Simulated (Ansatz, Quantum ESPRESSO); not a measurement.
# Ni (fcc): bulk modulus from a few volumes

How stiff is fcc Ni under hydrostatic load? Each row scales the relaxed cell evenly and relaxes the atoms. The phase is followed to these pressures whether or not it stays the stable one.

Calculated with Ansatz 0.2.0, PBEsol, PAW files of the set soft_1, cutoff 600 eV, Fermi–Dirac smearing 0.05 eV, k-mesh 21×21×21, ferromagnetic start, no spin-orbit coupling.

Reference cell, relaxed at zero pressure with PBEsol (Fm-3m): a = 2.4485 Å, b = 2.4485 Å, c = 2.4485 Å, α = 60.00°, β = 60.00°, γ = 60.00°.

```csv
atom,x,y,z
Ni,0.0000,0.0000,0.0000
```

| V (Å³/atom) | V/V0 | P (GPa) | E − E0 (meV/atom) |
| --- | --- | --- | --- |
| 9.7569 | 0.9400 | 16.566 | 30.3 |
| 9.9645 | 0.9600 | 10.382 | 12.9 |
| 10.5873 | 1.0200 | −4.325 | 2.9 |
| 10.7949 | 1.0400 | −8.163 | 11.0 |
| 11.0025 | 1.0600 | −11.566 | 23.8 |

V0 = 10.3797 Å³ an atom, where the residual pressure P0 is +0.006 GPa. **Question.** Fit the Birch–Murnaghan law and give the pressure and the energy at V = 10.1721 Å³ an atom, a row left out above.

With the Eulerian strain f = ½[(V0/V)^(2/3) − 1] and F = (P − P0)/[3f(1 + 2f)^(5/2)], the third-order law is the line F = B0 + (3/2) B0 (B′ − 4) f.

```csv
f,F (GPa)
0.02106,236.46
0.01379,234.23
−0.00656,227.54
−0.01290,225.27
−0.01905,223.12
```

A straight line through the 5 rows: the means are −0.000732 for f and 229.32 for F, Σ(Δx)² = 0.001203 and ΣΔxΔy = 0.4001, so the slope is 0.4001/0.001203 = 332.51 and the intercept 229.32 − (332.51)(−0.000732) = 229.57.

Hence B0 = 229.6 GPa and B′ = 4 + (332.5)/(1.5 × 229.6) = 4.97. For the withheld volume f = 0.00678, F = 231.82 GPa and P = 4.88 GPa. The run itself gives 4.89 GPa, so the estimate misses by 0.01 GPa, a rounding's worth.

Integrating the same law gives E − E0 = (9/2) B0 V0 f²[1 + (B′ − 4) f] + P0(V0 − V), with 1 GPa Å³ = 6.2415 meV: 3.1 meV an atom. The run itself gives 3.1 meV, so the estimate misses by 0.0 meV, a rounding's worth.

The same fit over all rows at other levels or in other programs gives B0 = 229 GPa with PBEsol (Quantum ESPRESSO, GBRV).

Measured volume: 10.941 Å³ an atom (doi:10.1007/BF01174717, 293 K), so V0 is −5.1 % off. A stiffness follows the volume as d ln B/d ln V = −B′, which moves B0 by about −23 % when it is taken at the measured volume.

The calculation is for a static lattice, while measurements hold thermal and zero-point motion.

[Logs are printed without paths, hosts, clocks, repeated set-up lines and the standing remarks that a program may print on its own settings, such as how far it seeks lower states.]
